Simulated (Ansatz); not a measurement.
# Ge wire along [110], 10 atoms a period, H-terminated: bands under strain, part 3 of 3

What gap, if any, does the Ge wire along [110], 10 atoms a period, H-terminated have, and how does it change under strain?

Ansatz 0.2.0; DFT PBE, plane waves, PAW; relaxation of a wire's period (the session's first sound run).

So far, band gap (eV): step 3 (the wire at its relaxed period) 1.82; step 4 (relaxing the atoms, period over the relaxed period 0.96, k-mesh …) 1.90; step 5 (relaxing the atoms, period over the relaxed period 0.98, k-mesh …) 1.87; step 6 (relaxing the atoms, period over the relaxed period 1.02, k-mesh …) 1.74.

### Step 7. Strain along the wire, period over the relaxed period 1.04, k-mesh 1×1×14

Level of this step: DFT PBE, plane waves, PAW; relaxation at a fixed period (Ansatz).

The period is set to 1.04 times the relaxed one and the atoms relax within it: strain changes bond lengths and angles, which shifts the bands against each other. Against the first PBE run of this kind, the mesh along the wire has 14 points against 20.

The cell differs from the one that the last finished run ended in (c 4.234 → 4.317 Å).

File input.yaml:

```yaml
crystal:
  lattice:
    - [15.801, 0.0, 0.0]
    - [0.0, 15.457, 0.0]
    - [0.0, 0.0, 4.3171870082]
  atoms:
    - { symbol: H, position: [0.309639051, 0.777056837, 0.0] }
    - { symbol: H, position: [0.310625963, 0.354071325, 0.0] }
    - { symbol: Ge, position: [0.3672933, 0.436477242, 0.0] }
    - { symbol: Ge, position: [0.633514554, 0.30512441, 0.0] }
    - { symbol: H, position: [0.690382014, 0.222943163, 0.0] }
    - { symbol: Ge, position: [0.72340177, 0.434375935, 0.0] }
    - { symbol: H, position: [0.217785541, 0.565367519, 0.29584665] }
    - { symbol: H, position: [0.782235523, 0.434632481, 0.29584665] }
    - { symbol: Ge, position: [0.4529943, 0.694376393, 0.5] }
    - { symbol: Ge, position: [0.454916355, 0.434594719, 0.5] }
    - { symbol: H, position: [0.489711841, 0.223779594, 0.5] }
    - { symbol: H, position: [0.510309224, 0.776220406, 0.5] }
    - { symbol: Ge, position: [0.547026764, 0.305623607, 0.5] }
    - { symbol: Ge, position: [0.545104709, 0.565405281, 0.5] }
    - { symbol: H, position: [0.217785541, 0.565367519, 0.70415335] }
    - { symbol: H, position: [0.782235523, 0.434632481, 0.70415335] }
    - { symbol: Ge, position: [0.276619295, 0.565624065, 0.0] }
    - { symbol: Ge, position: [0.366506511, 0.69487559, 0.0] }
    - { symbol: Ge, position: [0.632727765, 0.563522758, 0.0] }
    - { symbol: H, position: [0.689395102, 0.645928675, 0.0] }
kpoints:
  mp_grid: { grid: [1, 1, 14] }
  band_path: { path: ["Γ", Z], npoints: 90 }
scf:
  occupations: { method: fermi_dirac, width: 0.05 }
hamiltonian:
  xc: pbe
relax:
  max_steps: 40
  f_tol: 0.02
output:
  stress: true
```

Command:

```bash
$ ansatz run input.yaml --threads 4 --pin off --max-ram 16384MiB --backend cpu --events-out ev --progress --plain --runs-dir out
```

Numbers of over 12 decimals in the logs are rounded to 6 here.

Log:

```text
[...]
Crystal: 20 atoms, lattice volume = 1054.413 Å³
Basis set: ecut = 420 eV, 20629 PW (Γ), exchange–correlation on 216×216×60 points (8 copies of the dense FFT grid, shifted against one another)
Bands: 95, of which v1, the nominal top of the filled ones, is band 75 counted from 1 (74 counted from 0)
Symmetry: 4 space group operations
[...]
- { symbol: Ge, position: [0.547617, 0.305643, 0.5] }
    - { symbol: Ge, position: [0.545015, 0.565583, 0.5] }
    - { symbol: H, position: [0.220736, 0.564805, 0.713127] }
    - { symbol: H, position: [0.779285, 0.435195, 0.713127] }
    - { symbol: Ge, position: [0.278997, 0.565276, 0] }
    - { symbol: Ge, position: [0.368832, 0.694656, 0] }
    - { symbol: Ge, position: [0.629789, 0.563605, 0] }
    - { symbol: H, position: [0.686715, 0.645902, 0] }
[key lines of the parts left out:]
SCF converged after 6 iterations
Free energy (F): -43105.892518 eV
Fermi energy:    -1.675884 eV
P = ⅓ Tr σ = -0.3589 GPa (-3.589 kbar)
```

Wall time 2.6 min (4 threads of Arm Neoverse V1, shared host); peak memory 4.9 GiB; 10 min of CPU time.

The steps of the relaxation:

```csv
step,energy less that of the first step (eV),largest force component (eV/Å)
1,0.0000,0.5052
2,-0.0485,0.1939
3,-0.0636,0.0249
4,-0.0639,0.0109
```

The run keeps the 4 symmetry operations that it works with, so distortions that break them were not tested.

The atoms that moved most (Å):

| atom | dx | dy | dz | length |
| --- | --- | --- | --- | --- |
| H15 | 0.047 | -0.009 | 0.039 | 0.061 |
| H7 | 0.047 | -0.009 | -0.039 | 0.061 |
| H16 | -0.047 | 0.009 | 0.039 | 0.061 |
| H8 | -0.047 | 0.009 | -0.039 | 0.061 |
| Ge19 | -0.046 | 0.001 | 0.000 | 0.046 |
| Ge3 | 0.046 | -0.001 | 0.000 | 0.046 |
| H20 | -0.042 | 0.000 | 0.000 | 0.042 |
| H2 | 0.042 | 0.000 | 0.000 | 0.042 |

The relaxed structure:

```xyz
20
Lattice="15.8010 0.0000 0.0000 0.0000 15.4570 0.0000 0.0000 0.0000 4.3172" Properties=species:S:1:pos:R:3
H     4.9178   12.0007    0.0000
H     4.9505    5.4733    0.0000
Ge    5.8500    6.7454    0.0000
Ge    9.9734    4.7197    0.0000
H    10.8835    3.4563    0.0000
Ge   11.3929    6.7195    0.0000
H     3.4879    8.7302    1.2385
H    12.3135    6.7268    1.2385
Ge    7.1484   10.7327    2.1586
Ge    7.1896    6.7148    2.1586
H     7.7476    3.4576    2.1586
H     8.0537   11.9994    2.1586
Ge    8.6529    4.7243    2.1586
Ge    8.6118    8.7422    2.1586
H     3.4879    8.7302    3.0787
H    12.3135    6.7268    3.0787
Ge    4.4084    8.7375    0.0000
Ge    5.8279   10.7373    0.0000
Ge    9.9513    8.7116    0.0000
H    10.8508    9.9837    0.0000
```

The electronic bands at the labelled points (eV, zero at the Fermi level; v1 is the highest filled band, c1 the lowest empty one):

```csv
point,v4,v3,v2,v1,c1,c2,c3,c4
Γ,-1.41,-1.21,-1.20,-0.82,0.82,0.95,0.97,0.99
halfway,-1.86,-1.66,-1.60,-1.19,2.51,2.66,2.73,2.73
Z,-1.98,-1.89,-1.86,-1.79,2.26,2.38,2.65,2.74
```

The gap is 1.64 eV, against 1.82 eV under PBE at the relaxed period.

### Step 8. At a strained period, period over the relaxed period 1.06, k-mesh 1×1×14

The period is set to 1.06 times the relaxed one and the atoms relax within it: strain changes bond lengths and angles, which shifts the bands against each other. Against the first PBE run of this kind, the mesh along the wire has 14 points against 20.

The cell differs from the one that the last finished run ended in (c 4.317 → 4.400 Å).

Edit input.yaml of step 7 so:

```diff
@@ -4,3 +4,3 @@
     - [0.0, 15.457, 0.0]
-    - [0.0, 0.0, 4.3171870082]
+    - [0.0, 0.0, 4.4002098353]
   atoms:
```

Log:

```text
[...]
Crystal: 20 atoms, lattice volume = 1074.690 Å³
Basis set: ecut = 420 eV, 21025 PW (Γ), exchange–correlation on 216×216×60 points (8 copies of the dense FFT grid, shifted against one another)
Bands: 95, of which v1, the nominal top of the filled ones, is band 75 counted from 1 (74 counted from 0)
Symmetry: 4 space group operations
[...]
- { symbol: Ge, position: [0.547901, 0.305601, 0.5] }
    - { symbol: Ge, position: [0.544897, 0.565695, 0.5] }
    - { symbol: H, position: [0.222068, 0.564553, 0.717655] }
    - { symbol: H, position: [0.777953, 0.435447, 0.717655] }
    - { symbol: Ge, position: [0.280151, 0.565107, 0] }
    - { symbol: Ge, position: [0.369927, 0.694610, 0] }
    - { symbol: Ge, position: [0.628282, 0.563617, 0] }
    - { symbol: H, position: [0.685290, 0.645910, 0] }
[key lines of the parts left out:]
SCF converged after 6 iterations
Free energy (F): -43105.729616 eV
Fermi energy:    -1.864764 eV
P = ⅓ Tr σ = -0.4994 GPa (-4.994 kbar)
```

Run time: 2.6 min. Hardware: 4 threads; peak memory 5 GiB; 10 min of CPU time.

Electronic bands along the path, in eV, zero at the Fermi level; v1 is the highest filled band, c1 the lowest empty one:

```csv
point,v4,v3,v2,v1,c1,c2,c3,c4
Γ,-1.24,-1.15,-1.05,-0.77,0.77,0.90,0.91,0.97
halfway,-1.69,-1.52,-1.44,-1.03,2.63,2.74,2.78,2.84
Z,-1.81,-1.74,-1.69,-1.62,2.43,2.55,2.79,2.88
```

The gap is 1.54 eV, against 1.82 eV under PBE at the relaxed period.

### Step 9. Comparing the runs

Times are for 4 threads of Arm Neoverse V1, shared host. Results by setting:

```
no.  period over the relaxed period  k-mesh  pressure (GPa)  band gap (eV)     time  memory (GiB)
  1                            0.96  1×1×16          0.4688          1.902  2.6 min           4.6
  2                            0.98  1×1×15          0.2172          1.871  2.4 min           4.7
  3                            1.02  1×1×15         -0.1908          1.745  2.6 min           4.8
  4                            1.04  1×1×14         -0.3589          1.642  2.6 min           4.9
  5                            1.06  1×1×14         -0.4994          1.537  2.6 min           5.0
```

### Step 10. Results

```yaml
cell_length_pbe: 4.151 Å
gap_pbe: 1.82 eV
gap_period_scaled_by_0p96: 1.90 eV
gap_period_scaled_by_0p98: 1.87 eV
gap_period_scaled_by_1p02: 1.74 eV
gap_period_scaled_by_1p04: 1.64 eV
gap_period_scaled_by_1p06: 1.54 eV
```

**Reading.** Under PBE the cell's length is 4.15 Å, and a gap of 1.82 eV makes it a semiconductor. Strain matters: under PBE the gap goes from 1.82 eV to 1.90 eV at 0.96 times the period, 1.87 eV at 0.98 times the period, 1.74 eV at 1.02 times the period, 1.64 eV at 1.04 times the period and 1.54 eV at 1.06 times the period.

[Logs are printed without paths, hosts, clocks, repeated set-up lines and the standing remarks that a program may print on its own settings, such as how far it seeks lower states.]

[Hosts, paths, dates, database ids (printed as entryN), source tags and the programs' standing remarks are cut or masked in the printed files.]
